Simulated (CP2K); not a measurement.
Consider 2-fluorocarbonylfuran at its PBE geometry (Å).

```xyz
11

O     2.7610   -0.9177   -0.6442
C     2.0455   -0.1094   -0.1195
F     2.5809    0.9887    0.5369
C     0.6037   -0.0628   -0.0384
C    -0.2934    0.8277    0.5118
C    -1.5885    0.3170    0.2272
C    -1.3942   -0.8484   -0.4723
O    -0.0659   -1.0993   -0.6457
H    -0.0369    1.7348    1.0456
H    -2.5447    0.7498    0.5005
H    -2.0675   -1.5805   -0.9020
```

Method: CP2K XAS_TDP, all-electron GAPW, PBEh(45%), aug-cc-pVDZ, TDA, GW2X-corrected core level, no relativity.

Q: Predict the bright core excitations at the F K edge.

Leading lines: F3 689.95 eV. The leading line of an atom is its first one with 35 % of the strongest within 2.5 eV of its lowest line over the strength cut. Core ionisation energies at this level: F3 692.45 eV.

The first six lines of each atom with a strength over 0.0015:

| atom | energy (eV) | states | strength, one atom | above the computed threshold |
| --- | --- | --- | --- | --- |
| F3 (bonded to C) | 687.75 | 1 | 0.0075 |  |
|  | 689.95 | 1 | 0.0262 |  |
|  | 691.02 | 1 | 0.0111 |  |
|  | 691.54 | 1 | 0.0021 |  |
|  | 691.69 | 1 | 0.0018 |  |
|  | 691.88 | 1 | 0.0019 |  |

Lines are vertical, at one geometry, with no vibrational structure. GW2X ionisation energies and lines can be off by 1 to 2 eV either way, and a good line position may hide errors that cancel. These values hold no scalar relativity, about 0.7 eV for F 1s. Rydberg lines, and the discretised continuum above threshold, depend on the basis and the box.

[Banner, clock and machine lines of the logs are left out without a mark of their own.]

[Logs are printed without paths, hosts, clocks, repeated set-up lines and the standing remarks that a program may print on its own settings, such as how far it seeks lower states.]

[Hosts, paths, dates, database ids (printed as entryN), source tags and the programs' standing remarks are cut or masked in the printed files.]
